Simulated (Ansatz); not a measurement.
**Whose spectrum is this?**

Method: Ansatz, r2SCAN, independent particles, without spin-orbit coupling, line width 0.1 eV (Gaussian); metals get a typed carrier damping. The response is along the first axis of the cell.

E (eV), Im ε and a bar:
```
     0.50      63.83 ##############################
     1.00      40.21 ###################
     1.50      20.66 ##########
     2.00      25.48 ############
     2.50      21.00 ##########
     3.00      16.07 #######
     3.50      18.31 #########
     4.00      15.99 #######
     4.50      15.63 #######
     5.00      13.95 ######
     5.50      14.02 #######
     6.00      10.14 #####
     6.50       8.81 ####
     7.00       7.72 ####
     7.50       6.27 ###
     8.00       4.34 ##
     8.50       3.57 ##
     9.00       2.78 #
     9.50       2.51 #
    10.00       2.12 #
    10.50       1.68 #
    11.00       1.28 #
    11.50       1.07 
    12.00       0.82 
    12.50       0.63 
    13.00       0.51 
    13.50       0.47 
    14.00       0.47 
    14.50       0.31 
    15.00       0.26 
    15.50       0.22 
    16.00       0.18
```

Question: All candidates were run at this level. Which one is shown?
A. CdS (P6_3mc)
B. ZrSi2 (Cmcm)
C. Zr3Cd2 (Pmmm)

Answer: B. ZrSi2 (Cmcm): a metal, with a Drude term, main peak of the conductivity above 1 eV at 5.63 eV. The others: Zr3Cd2 (Pmmm), a metal, with a Drude term; CdS (P6_3mc), least direct gap 1.66 eV, ε∞ = 5.58 along the first axis, strongest peak along the first axis at 7.16 eV.

[Logs are printed without paths, hosts, clocks, repeated set-up lines and the standing remarks that a program may print on its own settings, such as how far it seeks lower states.]
